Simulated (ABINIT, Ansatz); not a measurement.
# Lattice dynamics of Ba (Pm-3m) in two programs, part 2 of 4

How does Ba (Pm-3m) vibrate, and is this structure a minimum?

ABINIT 10.8.3; DFT LDA, scalar-relativistic, plane waves, PseudoDojo norm-conserving pseudopotentials.

So far. Step 2 (Relaxing the cell and atoms): The volume changes by +2.1 % from the cell with which this run began. The relaxed cell has a = 3.731 Å (conventional setting).

This is not the structure that Ba takes at ambient pressure and room temperature (bcc); it is a model or a phase of other conditions.

## 4. Linear response at Γ

At q = 0 one unit cell holds all displacements. The response is solved for single atoms along the cell's directions, and symmetry skips those that follow from others. The crystal is treated as a metal, which screens a static field, so no field response is asked.

dfpt_gamma.abi

```

# common to the responses
getwfk_filepath "gso_WFK"
kptopt 2
nqpt 1
qpt 0.0 0.0 0.0
asr 0
chneut 0

# displacements
rfphon 1
rfatpol 1 1
rfdir 1 1 1
tolvrs 1.0d-10
prtwf 0
prtpot 1

# basis, mesh and filling
ecut 21.5
ngkpt 10 10 10
nshiftk 1
shiftk 0.0 0.0 0.0
istwfk *1
occopt 7
tsmear 0.01
nband 11
nstep 100
diemac 1000000.0
prtebands 0
prtgsr 0
useylm 1

# cell and atoms
acell 7.05011694 7.05011694 7.05011694
rprim 
    1.0 0.0 0.0
    0.0 1.0 0.0
    0.0 0.0 1.0
ntypat 1
znucl 56
natom 1
typat 1
xred 
    0.5 0.5 0.5
pp_dirpath "./pseudo"
pseudos "Ba.upf"
```

Started as:

```sh
> OMP_NUM_THREADS=1 mpirun -n 4 abinit dfpt_gamma.abi > dfpt_gamma.log
```

Numbers of over 12 decimals in the logs are rounded to 6 here.

dfpt_gamma.abo, the main output file:

```text
[banners, grids, parts of the stress and lines that vanish by symmetry left out]
- input  file    -> dfpt_gamma.abi
- output file    -> dfpt_gamma.abo
- root for input  files -> dfpt_gammai
- root for output files -> dfpt_gammao

 Symmetries : space group Pm -3 m (#221); Bravais cP (primitive cubic)
================================================================================
 Values of the parameters that define the memory need of the present run (RF).
     intxc =       0      iscf =       7    lmnmax =      18     lnmax =       6
     mgfft =      30  mpssoang =       3    mqgrid =    3001     natom =       1
  nloc_mem =       1    nspden =       1   nspinor =       1    nsppol =       1
      nsym =      48    n1xccc =    2501    ntypat =       1    occopt =       7
   xclevel =       1
-    mband =          11        mffmem =           1         mkmem =         126
-   mkqmem =         126        mk1mem =         126           mpw =        1743
      nfft =       27000          nkpt =         504
- my_mband =          11
================================================================================
================================================================================

--------------------------------------------------------------------------------
------------- Echo of variables that govern the present computation ------------
--------------------------------------------------------------------------------
-
- outvars: echo of selected default values
-   iomode0 =  0 , fftalg0 =312 , wfoptalg0 =  0
-
- outvars: echo of global parameters not present in the input file
-  max_nthreads =    1
-
 -outvars: echo values of preprocessed input variables --------
            acell      7.0501169400E+00  7.0501169400E+00  7.0501169400E+00 Bohr
              amu      1.37327000E+02
              asr           0
           chneut           0
             ecut      2.15000000E+01 Hartree
-          fftalg         312
           istwfk        1    0    0    0    0    1    0    0    0    0
                         0    0    0    0    0    0    0    0    0    0
                         0    0    0    0    0    0    0    0    0    0
                         0    0    0    0    0    0    0    0    0    0
                         0    0    0    0    0    0    1    0    0    0
                       outvar_i_n : Printing only first  50 k-points.
              ixc       -1012
              kpt      0.00000000E+00  0.00000000E+00  0.00000000E+00
                       1.00000000E-01  0.00000000E+00  0.00000000E+00
                       2.00000000E-01  0.00000000E+00  0.00000000E+00
                       3.00000000E-01  0.00000000E+00  0.00000000E+00
                       [...]
                       outvar_i_n : Printing only first  50 k-points.
           kptopt           2
         kptrlatt       10    0    0      0   10    0      0    0   10
          kptrlen      7.05011694E+01
P           mkmem         126
P          mkqmem         126
P          mk1mem         126
            natom           1
            nband          11
           nbdbuf           2
            ngfft          30      30      30
             nkpt         504
             nqpt           1
            nstep         100
             nsym          48
           ntypat           1
              occ      2.000000  2.000000  2.000000  2.000000  2.000000  0.000000
                       0.000000  0.000000  0.000000  0.000000  0.000000
                       2.000000  2.000000  2.000000  2.000000  2.000000  0.000000
                       0.000000  0.000000  0.000000  0.000000  0.000000
                       [...]
                       prtocc : prtvol=0, do not print more k-points.
           occopt           7
        optdriver           1
        prtebands           0
           prtgsr           0
           prtpot           1
            prtwf           0
           rfphon           1
          spgroup         221
           symrel      1  0  0   0  1  0   0  0  1      -1  0  0   0 -1  0   0  0 -1
                      -1  0  0   0  1  0   0  0 -1       1  0  0   0 -1  0   0  0  1
                      -1  0  0   0 -1  0   0  0  1       1  0  0   0  1  0   0  0 -1
                       1  0  0   0 -1  0   0  0 -1      -1  0  0   0  1  0   0  0  1
                       [...]
           tolvrs      1.00000000E-10
            typat      1
           useylm           1
              wtk        0.00100    0.00200    0.00200    0.00200    0.00200    0.00100
                         0.00200    0.00200    0.00200    0.00200    0.00200    0.00200
                         0.00200    0.00200    0.00200    0.00200    0.00200    0.00200
                         0.00200    0.00200    0.00200    0.00200    0.00200    0.00200
                       [...]
                       outvars : Printing only first  50 k-points.
           xangst      1.8653806082E+00  1.8653806082E+00  1.8653806082E+00
            xcart      3.5250584700E+00  3.5250584700E+00  3.5250584700E+00
             xred      5.0000000000E-01  5.0000000000E-01  5.0000000000E-01
            znucl       56.00000

================================================================================

 chkinp: Checking input parameters for consistency.

================================================================================
== DATASET  1 ==================================================================
-   mpi_nproc: 4, omp_nthreads: 1 (-1 if OMP is not activated)

--- !DatasetInfo
iteration_state: {dtset: 1, }
dimensions: {natom: 1, nkpt: 504, mband: 11, nsppol: 1, nspinor: 1, nspden: 1, mpw: 1743, }
cutoff_energies: {ecut:  21.5, pawecutdg:  -1.0, }
electrons: {nelect:   1.00000000E+01, charge:   0.00000000E+00, occopt:   7.00000000E+00, tsmear:   1.00000000E-02, }
meta: {optdriver: 1, rfphon: 1, }
...

 mkfilename: getwfk from: gso_WFK

 Real(R)+Recip(G) space primitive vectors, cartesian coordinates (Bohr,Bohr^-1):
 R(1)=  7.0501169  0.0000000  0.0000000  G(1)=  0.1418416  0.0000000  0.0000000
 R(2)=  0.0000000  7.0501169  0.0000000  G(2)=  0.0000000  0.1418416  0.0000000
 R(3)=  0.0000000  0.0000000  7.0501169  G(3)=  0.0000000  0.0000000  0.1418416
 Unit cell volume ucvol=  3.5042006E+02 bohr^3
 Angles (23,13,12)=  9.00000000E+01  9.00000000E+01  9.00000000E+01 degrees
 setup1 : take into account q-point for computing boxcut.

 getcut: wavevector=  0.0000  0.0000  0.0000  ngfft=  30  30  30
         ecut(hartree)=     21.500   => boxcut(ratio)=   2.03864

--- Pseudopotential description ------------------------------------------------
- pspini: atom type   1  psp file is ./pseudo/Ba.upf

   2.59517216E+02                                ecore*ucvol(ha*bohr**3)
--------------------------------------------------------------------------------

 ==>  initialize data related to q vector <==

 The list of irreducible perturbations for this q vector is:
    1)    idir= 1    ipert=   1

================================================================================

 The perturbation idir=   2  ipert=   1 is
 symmetric of a previously calculated perturbation.
 So, its SCF calculation is not needed.

 The perturbation idir=   3  ipert=   1 is
 symmetric of a previously calculated perturbation.
 So, its SCF calculation is not needed.

--------------------------------------------------------------------------------
 Perturbation wavevector (in red.coord.)   0.000000  0.000000  0.000000
 Perturbation : displacement of atom   1   along direction   1
 Found     8 symmetries that leave the perturbation invariant.
 symkpt : the number of k-points, thanks to the symmetries,
 is reduced to   126 .

--------------------------------------------------------------------------------

--------------------------------------------------------------------------------

 dfpt_looppert : total number of electrons, from k and k+q
  fully or partially occupied states are    1.000000E+01 and    1.000000E+01.
 Initialisation of the first-order wave-functions :
  ireadwf=   0

--- !BeginCycle
iteration_state: {dtset: 1, }
solver: {iscf: 7, nstep: 100, nline: 4, wfoptalg: 0, }
tolerances: {tolvrs: 1.00E-10, }
...

     iter   2DEtotal(Ha)        deltaE(Ha) residm    vres2
-ETOT  1  0.175522     -6.238E+02 2.546E+00 5.114E+01
 ETOT  2  2.43874459817306E-03 -1.731E-01 1.910E-02 2.454E+00
 ETOT  3  9.22261888192111E-05 -2.347E-03 2.451E-03 3.191E-02
 ETOT  4  8.25387112328713E-05 -9.687E-06 8.743E-03 5.220E-04
 ETOT  5  8.21141739990594E-05 -4.245E-07 1.298E-03 8.129E-06
 ETOT  6  8.21101724497453E-05 -4.002E-09 3.355E-03 4.868E-07
 ETOT  7  8.21099237029443E-05 -2.487E-10 6.465E-04 5.421E-09
 ETOT  8  8.21099316610230E-05  7.958E-12 1.598E-03 4.840E-11

 At SCF step    8       vres2   =  4.84E-11 < tolvrs=  1.00E-10 =>converged.
================================================================================

 ----iterations are completed or convergence reached----

 Mean square residual over all n,k,spin=   14.088E-07; max=  15.975E-04

 Thirteen components of 2nd-order total energy (hartree) are
 1,2,3: 0th-order hamiltonian combined with 1st-order wavefunctions
     kin0=   4.21104965E+02 eigvalue=   5.33156556E+01  local=  -3.15282282E+02
 4,5,6: 1st-order hamiltonian combined with 1st and 0th-order wfs
 loc psp =  -5.18236581E+02  Hartree=   1.58603631E+02     xc=  -4.67916295E+01
 note that "loc psp" includes a xc core correction that could be resolved
 7,8,9: eventually, occupation + non-local contributions
    edocc=   9.06426446E+01     enl0=   2.62378584E+02   enl1=  -7.29706559E+02
 1-9 gives the relaxation energy (to be shifted if some occ is /=2.0)
   erelax=  -6.23971570E+02
 10,11,12 Non-relaxation  contributions : frozen-wavefunctions and Ewald
 fr.local=   2.65616771E+02 fr.nonlo=   3.64853130E+02  Ewald=   0.00000000E+00
 13,14 Frozen wf xc core corrections (1) and (2)
 frxc 1  =  -6.60392717E+01  frxc 2 =   5.95410226E+01
 Resulting in :
 2DEtotal=    0.8210993177E-04 Ha. Also 2DEtotal=    0.223432506815E-02 eV
    (2DErelax=   -6.2397157013E+02 Ha. 2DEnonrelax=    6.2397165224E+02 Ha)
    (  non-var. 2DEtotal :    8.2371864657E-05 Ha)

================================================================================

 ---- first-order wavefunction calculations are completed ----

 ==> Compute Derivative Database <==

  2nd-order matrix (non-cartesian coordinates, masses not included,
   asr not included )
     j1       j2             matrix element
  dir pert dir pert     real part     imaginary part

   1    1   1    1         0.0000823685         0.0000000000
   1    1   2    1         0.0000000000         0.0000000000
   1    1   3    1         0.0000000000         0.0000000000
   1    1   2    3         0.0000000000         0.0000000000
   1    1   3    3         0.0000000000         0.0000000000

   2    1   1    1         0.0000000000         0.0000000000
   2    1   2    1         0.0000823685         0.0000000000
   2    1   3    1         0.0000000000         0.0000000000
   2    1   1    3         0.0000000000         0.0000000000
   2    1   3    3         0.0000000000         0.0000000000

   3    1   1    1         0.0000000000         0.0000000000
   3    1   2    1         0.0000000000         0.0000000000
   3    1   3    1         0.0000823685         0.0000000000
   3    1   1    3         0.0000000000         0.0000000000
   3    1   2    3         0.0000000000         0.0000000000

   1    3   2    1         0.0000000000         0.0000000000
   1    3   3    1         0.0000000000         0.0000000000
   1    3   2    3         0.0000000000         0.0000000000
   1    3   3    3         0.0000000000         0.0000000000

   2    3   1    1         0.0000000000         0.0000000000
   2    3   3    1         0.0000000000         0.0000000000
   2    3   1    3         0.0000000000         0.0000000000
   2    3   3    3         0.0000000000         0.0000000000

   3    3   1    1         0.0000000000         0.0000000000
   3    3   2    1         0.0000000000         0.0000000000
   3    3   1    3         0.0000000000         0.0000000000
   3    3   2    3         0.0000000000         0.0000000000

  Dynamical matrix, in cartesian coordinates,
   if specified in the inputs, asr has been imposed
     j1       j2             matrix element
  dir pert dir pert     real part    imaginary part

   1    1   1    1         0.0000016572         0.0000000000
   1    1   2    1         0.0000000000         0.0000000000
   1    1   3    1         0.0000000000         0.0000000000

   2    1   1    1         0.0000000000         0.0000000000
   2    1   2    1         0.0000016572         0.0000000000
   2    1   3    1         0.0000000000         0.0000000000

   3    1   1    1         0.0000000000         0.0000000000
   3    1   2    1         0.0000000000         0.0000000000
   3    1   3    1         0.0000016572         0.0000000000

  Phonon wavevector (reduced coordinates) :  0.00000  0.00000  0.00000
 Phonon energies in Hartree :
   2.572920E-06  2.572920E-06  2.572920E-06
 Phonon frequencies in cm-1    :
-  5.646906E-01  5.646907E-01  5.646908E-01

== END DATASET(S) ==============================================================
================================================================================

 -outvars: echo values of variables after computation
            acell      7.0501169400E+00  7.0501169400E+00  7.0501169400E+00 Bohr
           etotal      8.2109931661E-05
            fcart      0.0000000000E+00  0.0000000000E+00  0.0000000000E+00
           strten      0.0000000000E+00  0.0000000000E+00  0.0000000000E+00
================================================================================
```

Wall time 8.8 s (4 MPI ranks of Intel Xeon 6975P-C (Granite Rapids), shared host).

With one atom there are acoustic modes alone, which should vanish; they come out at 0.56 cm⁻¹ in size, the error that the sum rule removes later.

## 5. Linear response on the mesh

Linear response treats each wavevector of the 2×2×2 mesh in the unit cell; the first-order potentials are kept for the electron-phonon matrix elements.

dfpt_q.abi

```
ndtset 3

# wavevectors
qpt1 0.5 0.0 0.0
qpt2 0.5 0.5 0.0
qpt3 0.5 0.5 0.5

# displacements
getwfk_filepath "gso_WFK"
getwfq_filepath "gso_WFK"
kptopt 3
nqpt 1
rfphon 1
rfatpol 1 1
rfdir 1 1 1
tolvrs 1.0d-10
prtwf 0
prtpot 1

# basis, mesh and filling
ecut 21.5
ngkpt 10 10 10
nshiftk 1
shiftk 0.0 0.0 0.0
istwfk *1
occopt 7
tsmear 0.01
nband 11
nstep 100
diemac 1000000.0
prtebands 0
prtgsr 0
useylm 1

# cell and atoms
acell 7.05011694 7.05011694 7.05011694
rprim 
    1.0 0.0 0.0
    0.0 1.0 0.0
    0.0 0.0 1.0
ntypat 1
znucl 56
natom 1
typat 1
xred 
    0.5 0.5 0.5
pp_dirpath "./pseudo"
pseudos "Ba.upf"
```

Started as:

```sh
> OMP_NUM_THREADS=1 mpirun -n 4 abinit dfpt_q.abi > dfpt_q.log
```

dfpt_q.abo, the main output file:

```text
[banners, grids, parts of the stress and lines that vanish by symmetry left out]
- input  file    -> dfpt_q.abi
- output file    -> dfpt_q.abo
- root for input  files -> dfpt_qi
[...]
DATASET    1 : space group Pm -3 m (#221); Bravais cP (primitive cubic)
[...]
nfft =       27000          nkpt =        1000
[...]
DATASET    2 : space group Pm -3 m (#221); Bravais cP (primitive cubic)
[...]
nfft =       27000          nkpt =        1000
[...]
DATASET    3 : space group Pm -3 m (#221); Bravais cP (primitive cubic)
[...]
nfft =       27000          nkpt =        1000
[...]
== DATASET  1 ==================================================================
[...]
cutoff_energies: {ecut:  21.5, pawecutdg:  -1.0, }
[...]
Perturbation : displacement of atom   1   along direction   1
[...]
-ETOT  1   6.349480     -8.144E+02 3.049E+00 2.641E+04
 ETOT  2   1.420189     -4.929E+00 1.151E-02 3.416E+02
 ETOT  3   1.337136     -8.305E-02 2.568E-04 1.996E+01
 ETOT  4   1.333079     -4.057E-03 1.075E-05 2.414E-01
 ETOT  5   1.332992     -8.716E-05 6.912E-07 1.105E-03
[...]
At SCF step   11       vres2   =  1.30E-12 < tolvrs=  1.00E-10 =>converged.
[...]
Perturbation : displacement of atom   1   along direction   2
[...]
-ETOT  1 -3.05383843249416E-02 -6.147E+02 2.572E+00 4.785E+01
[...]
At SCF step    9       vres2   =  1.99E-11 < tolvrs=  1.00E-10 =>converged.
[...]
Phonon wavevector (reduced coordinates) :  0.50000  0.00000  0.00000
 Phonon energies in Hartree :
[...]
Phonon frequencies in cm-1    :
- -2.892963E+01 -2.892963E+01  7.183627E+01
[...]
== DATASET  2 ==================================================================
[...]
cutoff_energies: {ecut:  21.5, pawecutdg:  -1.0, }
[...]
- 56.00000  10.00000  180309                  znucl, zion, pspdat
[...]
Perturbation : displacement of atom   1   along direction   1
[...]
-ETOT  1  0.565981     -6.828E+02 1.900E+01 1.250E+02
[...]
ETOT  7  0.379250     -4.535E-10 7.528E-03 2.229E-09
 ETOT  8  0.379250     -1.035E-11 4.750E-04 8.744E-12
 At SCF step    8       vres2   =  8.74E-12 < tolvrs=  1.00E-10 =>converged.
[...]
Phonon wavevector (reduced coordinates) :  0.50000  0.50000  0.50000
 Phonon energies in Hartree :
[...]
Phonon frequencies in cm-1    :
-  3.831712E+01  3.831712E+01  3.831712E+01
[...]
strten2     0.0000000000E+00  0.0000000000E+00  0.0000000000E+00
           strten3     0.0000000000E+00  0.0000000000E+00  0.0000000000E+00
================================================================================
```

It took 2.5 min on 4 MPI ranks; 9.9 min of CPU time.

Read from the output:

```yaml
lowest_mode_on_the_q_mesh_acoustic_ones_at_the_zone_centre_apart: -45.66 cm⁻¹
```

Frequencies (cm⁻¹) before the sum rule at the irreducible wavevectors but Γ, which is solved apart; negative means imaginary. Frequencies by wavevector:

| q (fractions) | star | mode 1 | mode 2 | mode 3 |
| --- | --- | --- | --- | --- |
| 0.5 0 0 | 3 | -28.93 | -28.93 | 71.84 |
| 0.5 0.5 0 | 3 | -45.66 | 70.09 | 70.09 |
| 0.5 0.5 0.5 | 1 | 38.32 | 38.32 | 38.32 |

(Continued in part 3 of 4.)

[Host names and launcher messages were left out of these logs when they were recorded.]

[Logs are printed without paths, hosts, clocks, repeated set-up lines and the standing remarks that a program may print on its own settings, such as how far it seeks lower states.]

[Hosts, paths, dates, database ids (printed as entryN), source tags and the programs' standing remarks are cut or masked in the printed files.]
